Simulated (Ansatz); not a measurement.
**NiSn5, from a guessed structure to a relaxed one**

Starting from a made-up structure for NiSn5, the aim is the relaxed cell, its shortest contacts and, where a second run follows, its electronic structure.

Method: DFT, PBEsol, plane-wave PAW, files of the set soft_1, scalar-relativistic, ferromagnetic start, cell and ions relaxed at zero pressure; PAW set soft_1, in the first sound run; inputs show where later runs differ, in Ansatz 0.2.0.

## (1) The structure

Symmetry: R32, No. 155, trigonal system. Conventional cell: a = 5.461 Å, b = 5.461 Å, c = 15.851 Å, α = 90.00°, β = 90.00°, γ = 120.00°. Nearest to Sn lie 3 Ni at 3.15 Å and 9 Sn at 3.15 to 3.23 Å. Sn has 10 Sn at 3.14 to 3.23 Å and 2 Ni at 3.20 Å nearest. Nearest to Ni lie 12 Sn at 3.15 to 3.20 Å. Farther neighbours are not listed.

## (2) Relaxation of the guess

The guessed cell has no reason to be at equilibrium. It is relaxed with the atoms, within the space group of the guess.

File input.yaml:

```yaml
crystal:
  lattice:
    - [2.7305, 1.57645491, 5.283666667]
    - [-2.7305, 1.57645491, 5.283666667]
    - [0.0, -3.15290982, 5.283666667]
  atoms:
    - { symbol: Sn, position: [0.835200006, 0.835200006, 0.835200006] }
    - { symbol: Sn, position: [0.335500005, 0.0, 0.664499995] }
    - { symbol: Sn, position: [0.0, 0.664499995, 0.335500005] }
    - { symbol: Sn, position: [0.164799994, 0.164799994, 0.164799994] }
    - { symbol: Sn, position: [0.664499995, 0.335500005, 0.0] }
    - { symbol: Ni, position: [0.5, 0.5, 0.5], spin: 1.0 }
magnetization:
  spin_polarized: true
kpoints:
  mp_grid: { grid: [6, 6, 6] }
scf:
  occupations: { method: fermi_dirac, width: 0.05 }
hamiltonian:
  xc: pbesol
  pseudopotentials: { kind: paw, azcp: { folder: soft_1 }, xc_functional: pbe }
relax:
  f_tol: 0.015
  max_steps: 70
  cell: {}
output:
  forces: true
  stress: true
```

Launch:

```
$ ansatz run input.yaml --threads 4 --pin off --max-ram 10240MiB --backend cpu --events-out ev --progress --plain --runs-dir out
```

Numbers of over 12 decimals in the logs are rounded to 6 here.

What it wrote:

```text
Engine: ansatz 0.2.0, aarch64-unknown-linux-gnu
Pseudopotentials: kind: paw
Pseudopotential: Sn, paw, valence charge 14, recommended cutoff 420 eV (normal), soft_1/Sn.paw.azcp
Pseudopotential: Ni, paw, valence charge 18, recommended cutoff 420 eV (normal), soft_1/Ni.paw.azcp
Functional definition: PBEsol
  exchange = pbesol_x
  correlation = pbesol_c
Crystal: 6 atoms, lattice volume = 136.462 Å³
Basis set: ecut = 420 eV, 2645 PW (Γ), exchange–correlation on 90×90×90 points (8 copies of the dense FFT grid, shifted against one another)
Bands: 54, of which v1, the nominal top of the filled ones, is band 44 counted from 1 (43 counted from 0)
Symmetry: 6 space group operations
Space group: R32 (ITA 155), of the structure as read, at distance tolerance 5.1e-5 Å
Magnetic group: BNS 155.45 (UNI 1275), of the structure as read, at distance tolerance 5.1e-5 Å
k-points: 32 of 216 (time reversal used)
Non-local potential: Sn, projectors of the file, l = 0: 2, l = 1: 2, l = 2: 2, l = 3: 1
Non-local potential: Ni, projectors of the file, l = 0: 3, l = 1: 2, l = 2: 3, l = 3: 1
PAW form: soft (Blöchl's): semilocal exchange-correlation on the pseudo side does not see the compensation charge
PAW frozen core: Sn, regenerated for the run's functional, and the local potential with it (the file was generated under x = pbe(κ = 0.804, μ = 0.219515), c = pbe(β = 0.066725))
PAW frozen core: Ni, regenerated for the run's functional, and the local potential with it (the file was generated under x = pbe(κ = 0.804, μ = 0.219515), c = pbe(β = 0.066725))
PAW one-centre angular grid: Sn, 590 points (default); XC on 64 Gauss nodes
PAW one-centre angular grid: Ni, 590 points (default); XC on 64 Gauss nodes
Initial density: superposition of atomic densities (chi_scale 0.1, normalization cell)
Starting moments: Σ|m| = 1 μB on 1 of 6 sites
Initial wavefunctions: pseudopotential atomic-orbital guess
Functional: x = pbesol(κ = 0.804, μ = 0.123457), c = pbesol(β = 0.046)
iter 1 solved again at ethr=2.71e-3 eV; its pass at ethr=3.10e-3 eV (dr2=2.38e0 eV) is discarded
SCF iter   1: F=—  HF=-35551.202004 eV  |F-HF|=—  |Δ(HF+E_count)|=         —  Δρ=2.67e-2 (↑1.22e-2 ↓2.67e-2)  dr2=2.38e0  dr2_m=7.68e-2  M=0.717 μB ∫|m|=0.832 μB  β_m=0.30  ethr=2.71e-3  ⟨swp⟩=1.2  Hψ=17825  notcnv=0
Mixer restart at iter 1: flushing history
preconditioner: auto → Kerker (q_TF=auto, 2.536 Å⁻¹)  [metal: Δε(μ)=0.010 eV  Ē_g=17.436 eV  σ=0.050 eV  W_gap=0.05  n_scr=34 (ndim 8)  ℏωp=28.4 eV  f_vac=0.000  D(μ)=4.49/eV (n_scr^D=34)]
spin=Collinear: Kerker preconditioning applied to the charge; magnetization (m = ρ↑ − ρ↓) channel mixes plain (no charge-response kernel on spin).
SCF iter   2: F=—  HF=-35552.156694 eV  |F-HF|=—  |Δ(HF+E_count)|=   9.55e-1  Δρ=1.39e-2 (↑6.48e-3 ↓1.39e-2)  dr2=7.51e-1  dr2_m=7.32e-2  M=0.658 μB ∫|m|=0.797 μB  β_m=0.41  ethr=2.70e-3  ⟨swp⟩=2.1  Hψ=4655  notcnv=0
SCF iter   3: F=—  HF=-35552.619633 eV  |F-HF|=—  |Δ(HF+E_count)|=   4.63e-1  Δρ=1.97e-2 (↑3.73e-3 ↓1.97e-2)  dr2=9.44e-1  dr2_m=1.20e-1  M=0.476 μB ∫|m|=0.644 μB  β_m=0.37  ethr=8.53e-4  ⟨swp⟩=2.0  Hψ=4479  notcnv=0  defer=134
SCF iter   4: F=-35552.693449 eV  HF=-35552.981993 eV  |F-HF|=2.89e-1  |Δ(HF+E_count)|=   3.62e-1  Δρ=1.68e-2 (↑1.68e-2 ↓4.96e-3)  dr2=2.31e-1  dr2_m=6.90e-2  M=0.343 μB ∫|m|=0.530 μB  β_m=0.17  ethr=8.53e-4  ⟨swp⟩=3.0  Hψ=7142  notcnv=0  defer=134
SCF iter   5: F=-35552.839241 eV  HF=-35552.881255 eV  |F-HF|=4.20e-2  |Δ(HF+E_count)|=         —  Δρ=1.93e-2 (↑1.93e-2 ↓1.10e-2)  dr2=8.23e-2  dr2_m=2.74e-1  M=0.080 μB ∫|m|=0.199 μB  β_m=0.44  ethr=2.62e-4  ⟨swp⟩=2.1  Hψ=4780  notcnv=0  defer=135
Mixer restart at iter 5: flushing history
SCF iter   6: F=—  HF=-35552.889407 eV  |F-HF|=—  |Δ(HF+E_count)|=   8.15e-3  Δρ=1.02e-2 (↑9.92e-3 ↓1.02e-2)  dr2=3.57e-2  dr2_m=1.24e-1  M=0.058 μB ∫|m|=0.146 μB  β_m=0.72  ethr=9.35e-5  ⟨swp⟩=2.0  Hψ=6774  notcnv=0  defer=135
SCF iter   7: F=—  HF=-35552.956448 eV  |F-HF|=—  |Δ(HF+E_count)|=   6.70e-2  Δρ=1.68e-2 (↑1.68e-2 ↓1.22e-2)  dr2=7.26e-1  dr2_m=6.81e-3  M=0.027 μB ∫|m|=0.057 μB  β_m=0.41  ethr=4.06e-5  ⟨swp⟩=2.6  Hψ=7132  notcnv=0  defer=140  recentre
SCF iter   8: F=—  HF=-35552.900218 eV  |F-HF|=—  |Δ(HF+E_count)|=   5.62e-2  Δρ=4.43e-3 (↑4.43e-3 ↓3.44e-4)  dr2=1.97e-2  dr2_m=6.62e-3  M=0.022 μB ∫|m|=0.052 μB  β_m=0.74  ethr=4.06e-5  ⟨swp⟩=2.1  Hψ=7215  notcnv=0  defer=139
SCF iter   9: F=—  HF=-35552.904363 eV  |F-HF|=—  |Δ(HF+E_count)|=   4.14e-3  Δρ=6.84e-4 (↑2.70e-4 ↓6.84e-4)  dr2=4.41e-4  dr2_m=7.91e-5  M=0.005 μB ∫|m|=0.010 μB  β_m=0.87  ethr=2.24e-5  ⟨swp⟩=2.1  Hψ=5049  notcnv=0  defer=137
SCF iter  10: F=—  HF=-35552.905186 eV  |F-HF|=—  |Δ(HF+E_count)|=   8.23e-4  Δρ=8.26e-4 (↑3.97e-4 ↓8.26e-4)  dr2=1.20e-3  dr2_m=5.94e-5  M=0.003 μB ∫|m|=0.006 μB  β_m=0.87  ethr=5.01e-7  ⟨swp⟩=2.0  Hψ=6345  notcnv=0  defer=137
SCF iter  11: F=—  HF=-35552.905314 eV  |F-HF|=—  |Δ(HF+E_count)|=   1.28e-4  Δρ=7.83e-5 (↑5.55e-5 ↓7.83e-5)  dr2=1.25e-6  dr2_m=5.31e-6  M=0.001 μB ∫|m|=0.002 μB  β_m=0.84  ethr=5.01e-7  ⟨swp⟩=2.0  Hψ=6290  notcnv=0  defer=136
SCF iter  12: F=—  HF=-35552.905313 eV  |F-HF|=—  |Δ(HF+E_count)|=   3.53e-7  Δρ=1.82e-5 (↑1.82e-5 ↓7.62e-6)  dr2=7.35e-7  dr2_m=5.07e-8  M=0.000 μB ∫|m|=0.000 μB  β_m=0.92  ethr=1.42e-9  ⟨swp⟩=2.2  Hψ=6344  notcnv=0  defer=136
SCF iter  13: F=—  HF=-35552.905313 eV  |F-HF|=—  |Δ(HF+E_count)|=   7.09e-8  Δρ=4.97e-6 (↑4.97e-6 ↓1.65e-6)  dr2=5.69e-8  dr2_m=4.85e-9  M=-0.000 μB ∫|m|=0.000 μB  β_m=0.96  ethr=8.36e-10  ⟨swp⟩=2.0  Hψ=3968  notcnv=0  defer=136
SCF iter  14: F=—  HF=-35552.905313 eV  |F-HF|=—  |Δ(HF+E_count)|=   3.60e-8  Δρ=2.59e-6 (↑2.22e-6 ↓2.59e-6)  dr2=2.90e-8  dr2_m=4.58e-11  M=0.000 μB ∫|m|=0.000 μB  β_m=0.98  ethr=6.47e-11  ⟨swp⟩=2.0  Hψ=3914  notcnv=0  defer=136
SCF iter  15: F=-35552.905313 eV  HF=-35552.905313 eV  |F-HF|=3.16e-9  |Δ(HF+E_count)|=   3.39e-9  Δρ=9.34e-7 (↑7.24e-7 ↓9.34e-7)  dr2=3.47e-9  dr2_m=1.42e-11  M=0.000 μB ∫|m|=0.000 μB  ethr=3.29e-11  ⟨swp⟩=2.1  Hψ=7998  notcnv=0
at 1 of the mixer's solves, the last at iteration 3, it left a direction of its history that read negative out of its fit and stepped the other way along it
WARN: the starting moments were not kept: the SCF closed with an absolute magnetisation of 7.4e-6 μB, where they sum to 1 μB in size (1 site). That is at most 0.1 of that sum. Measured as dr2_m measures the in/out step, that magnetisation stands 7.5e-11 eV from none, at or under the dr2_threshold of 1.0e-7 eV: it is no larger than a step whose dr2_m would equal this threshold. The system may hold no moment; this SCF  [...]
[...]
the starting moments were not kept: the SCF closed with an absolute magnetisation of 2.0e-5 μB, where they sum to 1 μB in size (1 site). That is at most 0.1 of that sum. Measured as dr2_m measures the in/out step, that magnetisation stands 5.7e-10 eV from none, at or under the dr2_threshold of 6.0e-7 eV: it is no larger than a step whose dr2_m would equal this threshold.
SCF 3 converged in 8 iterations: F = -35552.943917 eV  dr2 = 3.58e-8
relax step   3: F+E_penalty+E_count = -35552.94391746 eV  Δ(F+E_penalty+E_count) = -1.629e-2 eV  max|allowed force component| = 3.543e-2 eV/Å  Δτ_max = 0.0251 Å  P = -0.111 GPa  Ω = 139.003 Å³  energy of the carried Pulay correction = -2.332e-4 eV  (8 SCF iters, dr2 threshold 6.00e-7 eV, accepted)
[...]
relax step   4: F+E_penalty+E_count = -35552.94458111 eV  Δ(F+E_penalty+E_count) = -6.637e-4 eV  max|allowed force component| = 2.819e-3 eV/Å  Δτ_max = 0.0098 Å  P = -0.012 GPa  Ω = 138.765 Å³  energy of the carried Pulay correction = -2.115e-4 eV  (9 SCF iters, dr2 threshold 1.49e-7 eV, accepted)
Initial wavefunctions: pseudopotential atomic-orbital guess (no wavefunctions were taken with the density)
iter 1 solved again at ethr=2.40e-8 eV; its pass at ethr=3.10e-3 eV (dr2=2.12e-5 eV) is discarded
SCF iter   1: F=—  HF=-35552.944735 eV  |F-HF|=—  |Δ(HF+E_count)|=         —  Δρ=9.71e-5 (↑9.71e-5 ↓9.71e-5)  dr2=1.41e-6  dr2_m=3.24e-12  M=-0.000 μB ∫|m|=0.000 μB  β_m=0.65  ethr=2.40e-8  ⟨swp⟩=4.0  Hψ=24980  notcnv=0
preconditioner: auto → Kerker (q_TF=auto, 2.442 Å⁻¹)  [metal: Δε(μ)=0.018 eV  Ē_g=17.796 eV  σ=0.050 eV  W_gap=0.09  n_scr=34 (ndim 8)  ℏωp=28.2 eV  f_vac=0.000  D(μ)=3.20/eV (n_scr^D=14)]
spin=Collinear: Kerker preconditioning applied to the charge; magnetization (m = ρ↑ − ρ↓) channel mixes plain (no charge-response kernel on spin).
SCF iter   2: F=—  HF=-35552.944788 eV  |F-HF|=—  |Δ(HF+E_count)|=   5.36e-5  Δρ=3.49e-5 (↑3.49e-5 ↓3.49e-5)  dr2=2.31e-7  dr2_m=2.14e-13  M=0.000 μB ∫|m|=0.000 μB  β_m=0.65  ethr=1.61e-9  ⟨swp⟩=1.0  Hψ=3456  notcnv=0
SCF iter   3: F=—  HF=-35552.944790 eV  |F-HF|=—  |Δ(HF+E_count)|=   1.63e-6  Δρ=2.71e-6 (↑2.71e-6 ↓2.70e-6)  dr2=1.64e-8  dr2_m=8.71e-14  M=0.000 μB ∫|m|=0.000 μB  β_m=0.63  ethr=2.62e-10  ⟨swp⟩=2.0  Hψ=3846  notcnv=0
SCF iter   4: F=—  HF=-35552.944790 eV  |F-HF|=—  |Δ(HF+E_count)|=   2.42e-8  Δρ=1.20e-6 (↑1.20e-6 ↓1.19e-6)  dr2=2.54e-9  dr2_m=4.67e-14  M=0.000 μB ∫|m|=0.000 μB  β_m=0.78  ethr=1.87e-11  ⟨swp⟩=2.0  Hψ=6284  notcnv=0
SCF iter   5: F=—  HF=-35552.944790 eV  |F-HF|=—  |Δ(HF+E_count)|=   2.56e-8  Δρ=2.42e-6 (↑2.42e-6 ↓2.41e-6)  dr2=2.41e-8  dr2_m=1.86e-14  M=0.000 μB ∫|m|=0.000 μB  β_m=0.78  ethr=2.88e-12  ⟨swp⟩=2.0  Hψ=6284  notcnv=0
SCF iter   6: F=—  HF=-35552.944790 eV  |F-HF|=—  |Δ(HF+E_count)|=   1.49e-8  Δρ=1.29e-6 (↑1.29e-6 ↓1.28e-6)  dr2=9.46e-9  dr2_m=1.42e-14  M=0.000 μB ∫|m|=0.000 μB  β_m=0.89  ethr=2.88e-12  ⟨swp⟩=2.0  Hψ=6328  notcnv=0
SCF iter   7: F=—  HF=-35552.944790 eV  |F-HF|=—  |Δ(HF+E_count)|=   7.14e-9  Δρ=8.73e-7 (↑8.73e-7 ↓8.67e-7)  dr2=4.01e-9  dr2_m=1.06e-14  M=0.000 μB ∫|m|=0.000 μB  β_m=0.95  ethr=2.88e-12  ⟨swp⟩=2.0  Hψ=4172  notcnv=0
SCF iter   8: F=—  HF=-35552.944790 eV  |F-HF|=—  |Δ(HF+E_count)|=   3.40e-9  Δρ=2.24e-7 (↑2.24e-7 ↓2.23e-7)  dr2=2.96e-10  dr2_m=1.57e-15  M=-0.000 μB ∫|m|=0.000 μB  β_m=0.97  ethr=2.88e-12  ⟨swp⟩=2.6  Hψ=6448  notcnv=0
SCF iter   9: F=—  HF=-35552.944790 eV  |F-HF|=—  |Δ(HF+E_count)|=  6.18e-10  Δρ=6.54e-8 (↑6.54e-8 ↓6.54e-8)  dr2=2.55e-11  dr2_m=4.89e-18  M=-0.000 μB ∫|m|=0.000 μB  β_m=0.99  ethr=1.00e-12  ⟨swp⟩=2.0  Hψ=4056  notcnv=0
SCF iter  10: F=-35552.944790 eV  HF=-35552.944790 eV  |F-HF|=2.91e-11  |Δ(HF+E_count)|=  6.55e-11  Δρ=3.35e-8 (↑3.35e-8 ↓3.34e-8)  dr2=6.56e-12  dr2_m=2.85e-18  M=0.000 μB ∫|m|=0.000 μB  ethr=1.00e-12  ⟨swp⟩=3.4  Hψ=11221  notcnv=0
the starting moments were not kept: the SCF closed with an absolute magnetisation of 2.9e-9 μB, where they sum to 1 μB in size (1 site). That is at most 0.1 of that sum. Measured as dr2_m measures the in/out step, that magnetisation stands 1.2e-17 eV from none, at or under the dr2_threshold of 6.0e-11 eV: it is no larger than a step whose dr2_m would equal this threshold.
SCF 5 converged in 10 iterations: F = -35552.944790 eV  dr2 = 6.56e-12
relax step   5: F+E_penalty+E_count = -35552.94479007 eV  Δ(F+E_penalty+E_count) = -2.090e-4 eV  max|allowed force component| = 2.823e-3 eV/Å  Δτ_max = 0.0000 Å  P = -0.013 GPa  Ω = 138.765 Å³  stress off target by 3.53e-2 GPa  SCF on the basis re-selected at this cell (its energy is not comparable with the rows above)  (10 SCF iters)
basis re-selected at this cell: Δ(F+E_penalty+E_count) = -2.090e-4 eV, ΔP = -0.000 GPa vs the last step (what re-selecting the basis moved, of the pressure what is left beyond the Pulay correction that the steps carried, after the strain that the cell walked since its last selection, with what the two solves' SCF thresholds leave and, on support functions, any second-order correction that the steps lacked; it is no m [...]
SCF converged after 10 iterations
Magnetization: 0.0000 μB (44.0000 up, 44.0000 down)
Absolute magnetization: 0.0000 μB (∫|ρ↑−ρ↓|, with the PAW one-centre terms)
Spin contamination: 0.0000 ħ² per cell (⟨S²⟩ above its minimum at these occupations)
Per-site moments (μB) at R_I (Å): [(-2.472080043919682e-11, 1.309463), (-1.5106513579686484e-11, 1.283637), (-1.5106596209212562e-11, 1.283637), (-2.472107583551773e-11, 1.309463), (-1.5106550695267392e-11, 1.283637), (1.9540310842699816e-9, 1.309463)]
Free energy (F): -35552.944790 eV
Harris-Foulkes:  -35552.944790 eV  (|F-HF|=2.91e-11)
Internal energy: -35552.918060 eV  (E = F + TS)
E sigma→0 (E₀):  -35552.931425 eV
Entropy (-TS):   -0.026730 eV (-4.455 meV/atom)
Fermi energy:    12.068332 eV
--- Per-component energies (eV) ---
  E_band       = -691.536321
  E_kinetic    = 1180.527588
  E_local      = -8395.798048  (includes V_loc(G=0)·N_el)
  E_nonlocal   = 625.424505
  E_hartree    = 4334.286212
  E_xc         = -736.159661
  E_vxc        = -547.539546  (∫ρ·V_xc dr)
  E_paw        = -23105.693237  (= ΣΔE_a)
  E_vpaw       = -2222.725817  (= ΣTr[D̂ρ^β])
  E_aug_tail   = 0.002363  (compensation charges beyond the density's cutoff)
  E_ewald      = -9457.129269
  E_core_change = 1.621487  (= ΣΔE_core)
  E_smearing   = -0.026730  (= −TS)
  E_closure    = -0.000000  (closes the sum)
  Σ components = -35552.944790   (vs F -35552.944790, Δ=0.00e0)
--- Forces (eV/Å), atoms counted from 1 ---
  atom   1  Sn    -0.00000000     0.00000000     0.00250978
  atom   2  Sn     0.00141129     0.00244442     0.00000000
  atom   3  Sn     0.00141129    -0.00244442     0.00000000
  atom   4  Sn    -0.00000000    -0.00000000    -0.00250978
  atom   5  Sn    -0.00282257     0.00000000     0.00000000
  atom   6  Ni    -0.00000000     0.00000000    -0.00000000
  max |Σ_I F_I| component: 1.87e-17 eV/Å
--- Stress (GPa, compression-positive) ---
       -0.001135       0.000000       0.000000
        0.000000      -0.001135       0.000000
        0.000000       0.000000      -0.035348
  P = ⅓ Tr σ = -0.0125 GPa (-0.125 kbar)
--- Relaxed structure (4 steps of the walk, 4 accepted, 1 SCFs on fresh bases) ---
  F+E_penalty+E_count = -35552.94479007 eV   max|allowed force component| = 2.823e-3 eV/Å   (the final SCF, on the basis selected at the relaxed cell)
  cell:  # Å, volume = 138.7647 Å³
    - [2.748928, 1.587094, 5.301050]
    - [-2.748928, 1.587094, 5.301050]
    - [3.925870115968926e-18, -3.174188, 5.301050]
  atoms:
    - { symbol: Sn, position: [0.835924, 0.835924, 0.835924] }
    - { symbol: Sn, position: [0.346846, -5.551115123125783e-17, 0.653154] }
    - { symbol: Sn, position: [-1.1102230246251565e-16, 0.653154, 0.346846] }
    - { symbol: Sn, position: [0.164076, 0.164076, 0.164076] }
    - { symbol: Sn, position: [0.653154, 0.346846, 0.0] }
    - { symbol: Ni, position: [0.5, 0.5, 0.5] }
```

It took 78 s on 4 threads of Arm Neoverse V1, shared host; peak memory 0.71 GiB.

Step by step:

| step | energy less that of the first step (eV) | largest force component (eV/Å) | pressure (GPa) | volume (Å³) |
| --- | --- | --- | --- | --- |
| 1 | 0.0000 | 0.3738 | 1.21 | 136.46 |
| 2 | -0.0223 | 0.1754 | -0.78 | 140.66 |
| 3 | -0.0386 | 0.0354 | -0.11 | 139.00 |
| 4 | -0.0393 | 0.0028 | -0.01 | 138.76 |
| 5* | -0.0395 | 0.0028 | -0.01 | 138.76 |

Relaxation steps marked * repeat the geometry before them on a plane-wave basis chosen anew for their cell, so energy and pressure can jump there.

Forces are held to the 6 operations that the run works with; a distortion that breaks them can't arise in this run.

| conventional cell, symmetrised | before | after | change |
| --- | --- | --- | --- |
| a (Å) | 5.461 | 5.498 | +0.7 % |
| b (Å) | 5.461 | 5.498 | +0.7 % |
| c (Å) | 15.851 | 15.903 | +0.3 % |
| volume (Å³/atom) | 22.74 | 23.13 | +1.7 % |

The atoms that moved most (Å, as changes of fractional coordinates times the final cell):

```csv
atom,dx,dy,dz,length
Sn2,0.031,0.054,0.000,0.062
Sn3,0.031,-0.054,0.000,0.062
Sn5,-0.062,0.000,0.000,0.062
Sn4,0.000,0.000,-0.012,0.012
Sn1,0.000,0.000,0.012,0.012
```

The relaxed structure:

```cif
data_structure
_symmetry_space_group_name_H-M 'P 1'
_symmetry_Int_Tables_number 1
_cell_length_a 6.1787
_cell_length_b 6.1787
_cell_length_c 6.1787
_cell_angle_alpha 52.834
_cell_angle_beta 52.834
_cell_angle_gamma 52.834
_cell_volume 138.76
loop_
_atom_site_label
_atom_site_type_symbol
_atom_site_fract_x
_atom_site_fract_y
_atom_site_fract_z
_atom_site_occupancy
Sn1 Sn 0.83592 0.83592 0.83592 1
Sn2 Sn 0.34685 0.00000 0.65315 1
Sn3 Sn 0.00000 0.65315 0.34685 1
Sn4 Sn 0.16408 0.16408 0.16408 1
Sn5 Sn 0.65315 0.34685 0.00000 1
Ni6 Ni 0.50000 0.50000 0.50000 1
```

Numbers from this step:

| Item | Value |
| --- | --- |
| free energy | -35552.9448 eV |
| energy at zero smearing | -35552.9314 eV |
| smearing term TS | 0.02673 eV |
| Fermi energy | 12.07 eV |
| electrons | 88 |
| symmetry operations | 6 |
| pressure | -0.01254 GPa |

Shortest distances by pair of elements, guess and relaxed (not always the same contact):

```
 pair  guess (Å)  relaxed (Å)
Sn–Sn      3.143        3.112
Ni–Sn      3.153        3.174
Ni–Ni      5.461        5.498
```

The relaxation ends with a largest force component of 0.0028 eV/Å and a pressure of -0.01 GPa. The starting moments have collapsed: the run ends non-magnetic.

(Part 1 of 2 ends here.)

[Logs are printed without paths, hosts, clocks, repeated set-up lines and the standing remarks that a program may print on its own settings, such as how far it seeks lower states.]

[Hosts, paths, dates, database ids (printed as entryN), source tags and the programs' standing remarks are cut or masked in the printed files.]
